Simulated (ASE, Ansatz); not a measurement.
# Localised basis functions on random cubic perovskite-type alloy of BaTiO3 and PbTiO3 (40 atoms), part 2 of 2

Aim: test how closely localised support functions follow the reference on random cubic perovskite-type alloy of BaTiO3 and PbTiO3 (40 atoms), and at what cost. A setting counts as converged where the r.m.s. difference of forces stays under 1 % of the r.m.s. force.

Ansatz 0.2.0; Kohn-Sham DFT, PBE, PAW (set soft_2), plane waves.

The cell: 6 Pb, 8 Ti, 24 O and 2 Ba. The host structure and its lattice constant were typed by rule, without a check against the phase diagram. Only the Γ point is sampled, in a cell whose shortest periodic width is 8 Å. The levels lack spin–orbit coupling.

So far. Step 3 (Support functions low): Forces differ from the reference by 0.68 meV/Å r.m.s., 0.22 % of their size, well within a tolerance of 1 %; the energy by -5.1 meV/atom. It took roughly 18 times the reference's time (one timing each, with unlike analyses asked), in 12 cycles against 8. Step 4 (Support functions medium): Forces differ from the reference by 0.63 meV/Å r.m.s., 0.20 % of their size, well within a tolerance of 1 %; the energy by -5.1 meV/atom.

## (7) Support functions medium, radius 3.4 Å

Level of this step: Kohn-Sham DFT, PBE, PAW (set soft_2), localised support functions (medium) (Ansatz).

The radius confines each support function; a larger one gives more freedom and more work per atom.

input.yaml reads:

```yaml
crystal:
  lattice:
    - [7.955, 0.0, 0.0]
    - [0.0, 7.955, 0.0]
    - [0.0, 0.0, 7.955]
  atoms:
    [... the 40 atom lines of step 2 ...]
kpoints:
  mp_grid: { grid: [1, 1, 1] }
hamiltonian:
  xc: pbe
scf:
  occupations: { method: gaussian, width: 0.025 }
  eigensolver: { kind: { support_functions: { accuracy: medium, radius: 3.4 } } }
  max_iter: 150
output:
  forces: true
  eigenvalues: true
```

Command:

```
$ ansatz run input.yaml --threads 4 --pin off --max-ram 8192MiB --backend cpu --events-out ev --progress --plain --runs-dir out
```

What it wrote:

```text
Warning: scf.eigensolver.kind.support_functions: disabling space-group detection — the functions' gradient is summed over unrotated k-points, so no spatial operation reduces the k-mesh or symmetrises the density; time reversal is kept, so that k and −k are solved as one point where they differ and the mesh holds both, and exact exchange and, on two spinor components, a DFT+U term hold to it where the run has them: [...]
Warning: basis.ecutwfc = 464 eV, auto-derived: no grid that the accuracy of the support functions lays serves the files at the lower one that their records recommend; a deck with other species or settings can derive another value
settings of this run that can trade accuracy for cost: scf.eigensolver.kind.support_functions [...]
Engine: ansatz 0.2.0, aarch64-unknown-linux-gnu
Pseudopotentials: kind: paw
Pseudopotential: Pb, paw, valence charge 14, recommended cutoff 420 eV (normal), Pb.paw.azcp
Pseudopotential: Ti, paw, valence charge 12, recommended cutoff 420 eV (normal), Ti.paw.azcp
Pseudopotential: O, paw, valence charge 6, recommended cutoff 420 eV (normal), O.paw.azcp
Pseudopotential: Ba, paw, valence charge 10, recommended cutoff 420 eV (normal), Ba.paw.azcp
[... 5 lines on functional and potentials left out ...]
Error: SCF: the radius of support functions is under 3.44 Å, the least for these sites at the functions' level (scf.eigensolver.kind.support_functions.accuracy). Use scf.eigensolver.kind: auto, or type scf.eigensolver.kind.support_functions.radius at least as long, [...]
```

It took 5.7 s on 4 threads of Arm Neoverse V2, shared host; peak memory 0.29 GiB; 17 s of CPU time.

The program refuses radii under 3.44 Å for these atoms at this level.

## (8) Other settings

Changed here: basis.xc_grid = 4, scf.mixing.algorithm = "anderson", scf.mixing.beta = 0.1 and scf.mixing.ndim = 8.

This step: Kohn-Sham DFT, PBE, PAW (set soft_2), plane waves (Ansatz 0.2.0).

input.yaml, the sections that differ from step 7:

```yaml
scf:
  occupations: { method: gaussian, width: 0.025 }
  mixing: { algorithm: anderson, beta: 0.1, ndim: 8 }
output:
  forces: true
  stress: true
  populations: true
  dos:
    method: { smearing: { sigma: 0.1 } }
    de: 0.1
    projected: { site_lists: { Ba: [Ba], O: [O], Pb: [Pb], Ti: [Ti] } }
  eigenvalues: true
basis:
  xc_grid: 4
# crystal, kpoints, hamiltonian: as in step 7
```

What it wrote:

```text
[...]
Crystal: 40 atoms, lattice volume = 503.409 Å³
Basis set: ecut = 420 eV, 9795 PW (Γ), exchange–correlation on 216×216×216 points (64 copies of the dense FFT grid, shifted against one another)
Bands: 212, of which v1, the nominal top of the filled ones, is band 172 counted from 1 (171 counted from 0)
Symmetry: 1 space group operations
[...]
k-points: 1
[...]
SCF iter   1: F=—  HF=-116987.317546 eV  |F-HF|=—  |Δ(HF+E_count)|=         —  Δρ=1.61e-2  dr2=1.49e0  ethr=1.77e-3  ⟨swp⟩=6.0  Hψ=863  notcnv=0  defer=1
[...]
SCF iter  14: F=—  HF=-116987.018283 eV  |F-HF|=—  |Δ(HF+E_count)|=   5.14e-9  Δρ=6.05e-6  dr2=1.16e-7  ethr=2.91e-11  ⟨swp⟩=10.0  Hψ=1051  notcnv=0  κ⁻¹=3.8e-6(r=7)
SCF iter  15: F=-116987.018283 eV  HF=-116987.018283 eV  |F-HF|=2.53e-9  |Δ(HF+E_count)|=   2.53e-8  Δρ=2.79e-6  dr2=2.19e-8  ethr=2.91e-11  ⟨swp⟩=4.0  Hψ=732  notcnv=0
SCF 1 converged in 15 iterations: F = -116987.018283 eV  dr2 = 2.19e-8
[...]
SCF converged after 15 iterations
[...]
Free energy (F): -116987.018283 eV
[...]
Internal energy: -116987.018283 eV  (E = F + TS)
E sigma→0 (E₀):  -116987.018283 eV
Fermi energy:    11.208870 eV
[...]
Σ components = -116987.018283   (vs F -116987.018283, Δ=0.00e0)
--- Forces (eV/Å), atoms counted from 1 ---
  atom   1  Pb     0.12876922    -0.33227422     0.04332157
  atom   2  Ti     0.62357669    -1.13502804     0.13313118
  atom   3  O     -0.25195870    -0.03530699     0.31902354
  atom   4  O      0.15228146     0.22907740    -0.01939169
[...]
atom  40  O      0.00587120    -0.17447644    -0.02347606
  max |Σ_I F_I| component: 2.52e-5 eV/Å
--- Stress (GPa, compression-positive) ---
        3.032103       0.043603      -0.015033
        0.043603       2.032931      -0.015836
       -0.015033      -0.015836       3.164453
  P = ⅓ Tr σ = 2.7432 GPa (27.432 kbar)
--- Band table (eV) ---
[...]
--- Löwdin populations: 40 sites ---
  site symbol       q [e]
     0     Pb     13.0076
     1     Ti     10.6300
     2      O      6.7771
[...]
39      O      6.8127
  spilling = 0.004905 (of n_electrons = 344.000000)
```

Elapsed: 7.3 s, on 4 threads; peak memory 0.96 GiB; 27 s of CPU time.

Forces differ from the reference by 0.009 meV/Å r.m.s., 0.0028 % of their size, well within a tolerance of 1 %. It took roughly 1.6 times the reference's time (one timing each, with unlike analyses asked), in 15 cycles against 8.

## (9) The ladder side by side

Differences are against the plane-wave reference (Kohn-Sham DFT, PBE, PAW (set soft_2), plane waves), whose r.m.s. force component is 0.315 eV/Å. Energies are set beside the reference only for runs with its functional, potentials and electron count. Times are for 4 threads of Arm Neoverse V2, shared host. The reference's time includes the DOS, ELF, the stress and grids, which some other runs skip.

```csv
run,"Δ force, r.m.s. (meV/Å)",share of r.m.s. force (%),Δ energy (meV/atom),Δ pressure (GPa),Δ gap (eV),cycles,time,host memory (GiB)
reference,-,-,-,-,-,8,4.5 s,0.7
support functions low,0.684,0.217,-5.11,-,-2.0e-4,12,83 s,2.4
support functions medium,0.629,0.200,-5.10,-,-1.0e-4,13,92 s,2.4
"basis.xc_grid = 4, scf.mixing.algorithm = "anderson", scf.mixing.beta = 0.1 and scf.mixing.ndim = 8",0.009,0.0028,-0.0062,1.0e-4,0,15,7.3 s,0.96
```

## (10) What the reference run shows

With the settings judged, the reference run is read for its physics.

Length of the force by element and coordination:

```csv
element,coordination,atoms,mean length of the force (eV/Å),spread,least,most
Ba,all,2,0.314,0.01,0.304,0.324
O,all,24,0.397,0.190,0.121,0.895
Pb,all,6,0.280,0.0994,0.107,0.415
Ti,all,8,0.831,0.352,0.380,1.30
```

Löwdin charges by element and coordination (they lack the spilled electrons, 0.042 e an atom on average):

```csv
element,coordination,atoms,mean charge (e),spread,least,most
Ba,all,2,1.73,1.0e-4,1.73,1.73
O,all,24,-0.775,0.0228,-0.824,-0.738
Pb,all,6,0.985,0.0087,0.972,0.994
Ti,all,8,1.37,0.0048,1.36,1.37
```

Density of states as counts of states in windows of 1 eV (from the Fermi level), total and the larger projections:

```csv
from (eV),to (eV),total,O p,Ti d,Pb p,Pb s,Ba p
-14,-12,0.0,0.0,0.0,0.0,0.0,0.0
-12,-11,1.1,0.1,0.0,0.0,0.0,1.0
-11,-10,10.9,0.6,0.1,0.1,0.0,9.8
-10,-9,0.0,0.0,0.0,0.0,0.0,0.0
-9,-8,5.4,1.4,0.5,0.0,3.3,0.0
-8,-7,4.6,0.9,0.1,0.0,3.3,0.0
-7,-6,2.0,0.0,0.0,0.0,1.8,0.0
-6,-5,22.2,14.4,4.6,1.2,0.0,0.2
-5,-4,14.1,9.4,3.5,0.6,0.1,0.0
-4,-3,40.3,31.4,5.5,2.1,0.1,0.1
-3,-2,27.2,22.4,1.3,0.8,1.4,0.5
-2,-1,25.3,23.8,0.2,0.2,0.7,0.1
-1,0,14.9,13.9,0.1,0.0,0.8,0.0
0,1,12.0,0.1,11.8,0.0,0.0,0.0
1,2,0.0,0.0,0.0,0.0,0.0,0.0
2,3,50.3,8.0,33.6,5.4,0.0,0.1
3,4,7.7,1.0,5.6,0.0,0.0,0.0
```

The curve was stored every 0.100 eV, coarse against its broadening of 0.08 eV, so these counts are rough.

Between -26 and -14 eV lie 112 more states.

The levels nearest the highest filled one (over half full), pooled over k-points and spins:

```csv
level less the highest filled one (eV),occupation
-0.327,2
-0.307,2
-0.265,2
-0.257,2
-0.231,2
0,2
1.23,0
1.24,0
1.25,0
1.29,0
1.31,0
1.31,0
```

Valence density in the ac plane at fractional y = 0.496, with atoms of Ba and O and Pb within 0.2 Å of it. It is the smooth field of the valence electrons, not physical close to the nuclei.

Ten steps, logarithmic in the rise over the least value, from '0' (0.0 e/Å³) to '9' (8.7 e/Å³), each cell a mean:
```
4553100147998520002455
5542111135776421111355
4432233223443222332234
2113566421111135664212
0024798520000147986310
0025898630000147986310
0113677421111136774210
3222344222333223442223
6531111124555321111246
8752000145555531001468
9863000245435531002479
9852000245545531001479
7642111135555421111357
4322233223444322332234
1113566421222135654211
0014788631000147886310
0014798631000147996310
1113677521000136775211
3322344322332123443223
5542111124565311111345
5553100146887520001455
3553100247998630002454
```
Columns run along a (8.0 Å), rows up along c (8.0 Å). Atoms in or near the plane, at fractional coordinates: Ba at (0.00, 0.00), O at (0.25, 0.25), Pb at (0.00, 0.50), O at (0.25, 0.75), Pb at (0.50, 0.00), O at (0.75, 0.25), Ba at (0.50, 0.50), O at (0.75, 0.75).

Electrostatic potential energy in the ac plane at fractional y = 0.496, with atoms of Ba and O and Pb within 0.2 Å of it. With pseudopotentials it is smooth inside the atoms' cores, unlike the true potential.

Values in eV, 12 rows by 16 columns, each cell a mean:
```
-27 -18   4  13  14  10 -13 -26 -25 -22   7  13  14  10  -9 -25
 -2   5  12  11  10  13   9  -1  -3   6  13  11   9  13   8   0
 13  14   9 -21 -26   2  14  13  13  14  10 -21 -27   0  14  13
 12  13  11 -11 -16   7  13  12  11  13  12  -8 -14   7  14  12
-14  -1  11  14  14  12   4  -8 -11  -2  10  14  14  13   4 -11
-21 -26   5  13  14   8 -13 -28 -30 -21   2  12  13   9 -19 -24
-25 -21   7  13  14   9 -10 -25 -28 -18   4  13  14  10 -13 -26
 -2   6  13  12  10  12   8  -1  -3   4  12  12  10  13   9   0
 13  14  10 -19 -26   0  14  13  13  14  11 -18 -26   0  14  13
 11  12  12  -9 -17   5  14  12  12  13  12 -10 -18   5  13  11
-12  -3  10  14  14  13   4 -11 -13  -1  12  14  14  12   4  -9
-30 -22   1  12  14   9 -18 -24 -21 -26   5  13  14   9 -13 -28
```
Columns run along a (8.0 Å; values clipped at the 3rd and 97th percentile), rows up along c (8.0 Å). Atoms in or near the plane, at fractional coordinates: Ba at (0.00, 0.00), O at (0.25, 0.25), Pb at (0.00, 0.50), O at (0.25, 0.75), Pb at (0.50, 0.00), O at (0.75, 0.25), Ba at (0.50, 0.50), O at (0.75, 0.75).

Mean Löwdin charges: Ba +1.73, O -0.77, Pb +0.98, Ti +1.37 e (they miss 0.49 % of the electrons, so they add up to more than the cell's charge). The largest share in the top eV of filled states is O p (94 % of the projected weight), and in the lowest eV of empty states Ti d (99 % of the projected weight).

## (11) Local order

Bonds and neighbours are counted at the geometry of the runs.

Density 7.54 g/cm³, 12.59 Å³ an atom.

Pair distribution functions g(r), in bins of 0.2 Å:

```csv
r (Å),total,O-O,O-Ti,O-Pb,O-Ba,Ti-Ti,Ti-Pb
1.90,2.07,0.00,8.65,0.00,0.00,0.00,0.00
2.10,0.97,0.00,4.04,0.00,0.00,0.00,0.00
2.30,0.00,0.00,0.00,0.00,0.00,0.00,0.00
2.50,0.00,0.00,0.00,0.00,0.00,0.00,0.00
2.70,2.12,3.07,0.00,4.52,3.25,0.00,0.00
2.90,3.96,5.35,0.00,8.15,9.40,0.00,0.00
3.10,0.00,0.00,0.00,0.00,0.00,0.00,0.00
3.30,0.09,0.00,0.00,0.00,0.00,0.00,1.47
3.50,1.27,0.00,0.00,0.00,0.00,0.00,15.42
3.70,0.00,0.00,0.00,0.00,0.00,0.00,0.00
3.90,1.53,2.65,0.00,0.00,0.00,6.80,0.00
4.10,0.37,0.52,0.00,0.00,0.00,2.71,0.00
4.30,0.13,0.00,0.55,0.00,0.00,0.00,0.00
4.50,2.30,0.00,9.61,0.00,0.00,0.00,0.00
4.70,0.01,0.03,0.00,0.00,0.00,0.00,0.00
4.90,4.04,5.60,0.00,8.46,8.43,0.00,0.00
5.10,0.00,0.00,0.00,0.00,0.00,0.00,0.00
5.30,0.00,0.00,0.00,0.00,0.00,0.00,0.00
5.50,0.38,0.67,0.00,0.00,0.00,2.42,0.00
5.70,1.52,2.50,0.00,0.00,0.00,7.09,0.00
5.90,1.46,0.00,6.08,0.00,0.00,0.00,0.00
6.10,0.23,0.00,0.95,0.00,0.00,0.00,0.00
6.30,2.44,3.38,0.00,5.06,5.06,0.00,0.00
6.50,0.60,0.00,0.00,0.00,0.00,0.00,7.65
6.70,0.51,0.00,0.00,0.00,0.00,0.00,6.15
6.90,0.84,1.40,0.00,0.00,0.00,4.22,0.00
7.10,0.79,0.00,3.28,0.00,0.00,0.00,0.00
7.30,0.37,0.32,0.62,0.54,0.15,0.00,0.00
```

Local excerpt of 15 atoms (numbers count through the whole input) about Ti2, which bears the longest force; x, y, z are measured from there.

```csv
atom,x,y,z,distance (Å),Löwdin charge (e),Fx,Fy,Fz (eV/Å)
Ti2,0.00,0.00,0.00,0.00,1.37,0.62,-1.14,0.13
O5,0.00,-1.97,0.01,1.97,-0.74,-0.17,0.32,-0.14
O24,1.98,0.00,-0.02,1.98,-0.78,-0.87,0.15,0.11
O8,-0.04,-0.03,1.98,1.98,-0.77,-0.08,0.08,-0.47
O15,-0.03,2.01,0.00,2.01,-0.81,-0.10,-0.22,-0.01
O3,-0.03,-0.02,-2.02,2.02,-0.78,-0.25,-0.04,0.32
O4,-2.04,-0.03,0.01,2.04,-0.77,0.15,0.23,-0.02
Pb26,1.95,-1.97,1.97,3.40,0.99,-0.19,0.05,0.17
Pb31,1.93,1.97,-2.00,3.41,0.99,0.13,0.28,-0.09
Ba36,1.96,1.99,1.97,3.42,1.73,0.08,-0.18,0.23
Ba11,-2.01,1.97,-1.98,3.44,1.73,-0.15,0.28,-0.01
Pb21,1.98,-1.99,-1.99,3.44,0.98,-0.24,-0.32,-0.11
Pb16,-2.05,1.96,1.99,3.47,0.98,-0.03,-0.10,0.02
Pb6,-2.04,-1.96,2.03,3.48,0.97,0.20,0.01,-0.10
Pb1,-2.03,-2.02,-1.99,3.49,0.99,0.13,-0.33,0.04
```

## (12) Outcome

```
free energy per atom                             : -2924.6755 eV/atom
density                                          : 7.537 g/cm³
pressure                                         : 2.743 GPa
r.m.s. force component                           : 0.3148 eV/Å
gap (highest filled to lowest empty level) : 1.229 eV
wall time of the 4 DFT runs                      : 3.1 min
```

**Reading.** Against plane waves at 420 eV, the forces differ by 0.63 meV/Å (0.20 %) with support functions medium. At 40 atoms the fastest of the runs at a preset level, support functions low, takes roughly 18 times the time of plane waves (whose run also made extra analyses), in 12 SCF cycles against 8. Differences between support functions and plane waves include what basis error the plane-wave run still has.

The highest filled and lowest empty levels differ by 1.23 eV at Γ alone; the mesh holds the band edges only if they fold onto it, so the gap at this level can be narrower or closed.

What to keep in mind: The geometry was built by rule, was displaced at random and isn't relaxed at this level: its force components are 0.31 eV/Å r.m.s. The pressure of 2.7 GPa belongs to unrelaxed atoms and would change as they relax.

[Long decimals in the printed logs are rounded to 6 places.]

[Logs are printed without paths, hosts, clocks, repeated set-up lines and the standing remarks that a program may print on its own settings, such as how far it seeks lower states.]

[Hosts, paths, dates, database ids (printed as entryN), source tags and the programs' standing remarks are cut or masked in the printed files.]
